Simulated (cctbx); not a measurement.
# Zn3Ag4S5 across an absorption edge

Space group Pnma (no. 62), a = 13.1380 Å, b = 3.9570 Å, c = 19.0320 Å, α = 90.00°, β = 90.00°, γ = 90.00°.

| atom | mult. | x | y | z | Ueq (Å²) |
| --- | --- | --- | --- | --- | --- |
| Ag1 | 4 | 0.7309 | 3/4 | 0.8347 | 0.0149 |
| Ag2 | 4 | 0.8901 | 3/4 | 0.9520 | 0.0131 |
| Ag3 | 4 | 0.9884 | 3/4 | 0.4146 | 0.0146 |
| Ag4 | 4 | 0.0056 | 3/4 | 0.7678 | 0.0176 |
| Zn1 | 4 | 0.4253 | 3/4 | 0.3716 | 0.0199 |
| Zn2 | 4 | 0.6771 | 3/4 | 0.2158 | 0.0165 |
| Zn3 | 4 | 0.7916 | 3/4 | 0.5405 | 0.0203 |
| S1 | 4 | 0.6145 | 3/4 | 0.5623 | 0.0271 |
| S2 | 4 | 0.6078 | 3/4 | 0.3402 | 0.0269 |
| S3 | 4 | 0.6606 | 3/4 | 0.9809 | 0.0236 |
| S4 | 4 | 0.8545 | 3/4 | 0.2423 | 0.0260 |
| S5 | 4 | 0.8713 | 3/4 | 0.6521 | 0.0242 |

This is a model crystal, built by substitution and not relaxed, with assumed displacement parameters.

Calculated with cctbx: free-atom f′ and f″ from the Sasaki tables, no fine structure; amplitudes in electrons.

| E (eV) | F 0 0 2 | F 1 0 1 | F 3 0 1 | F 2 0 2 |
| --- | --- | --- | --- | --- |
| 24914 | 41.1 | 33.7 | 16.3 | 13.5 |
| 25264 | 40.6 | 33.9 | 13.2 | 13.9 |
| 25394 | 40.2 | 34.1 | 10.5 | 14.2 |
| 25454 | 39.8 | 34.3 | 7.9 | 14.5 |
| 25484 | 39.4 | 34.4 | 5.4 | 14.9 |
| 25499 | 39.0 | 34.6 | 2.9 | 15.2 |
| 25506 | 38.6 | 34.8 | 1.1 | 15.4 |
| 25510 | 38.3 | 34.9 | 1.8 | 15.7 |
| 25518 | 37.5 | 35.3 | 13.2 | 16.4 |
| 25522 | 38.4 | 34.9 | 11.4 | 15.7 |
| 25529 | 38.9 | 34.7 | 11.6 | 15.3 |
| 25544 | 39.4 | 34.5 | 12.4 | 14.9 |
| 25574 | 39.8 | 34.3 | 13.8 | 14.6 |
| 25664 | 40.4 | 34.0 | 16.1 | 14.1 |
| 25914 | 41.0 | 33.7 | 19.0 | 13.6 |

**Question.** Which edge is crossed, and why do the reflections move as they do?

The K edge of Ag. The edge is at 25514 eV. f′ of Ag falls from -4.8 e at 25394 eV to -7.8 e at 4 eV below it, and f″ steps from 0.55 to 3.62 e across it. Over that approach |F| changes by -5 % (0 0 2), +2 % (1 0 1), -83 % (3 0 1) and +11 % (2 0 2): a reflection falls where Ag scatters in phase with the total and rises where it scatters against it; it hardly moves where the Ag term is small or cancels by symmetry. Above the edge the larger f″ enters the imaginary part, where it can add to or cancel the other atoms' f″. The structure is centrosymmetric, so Friedel mates stay equal.
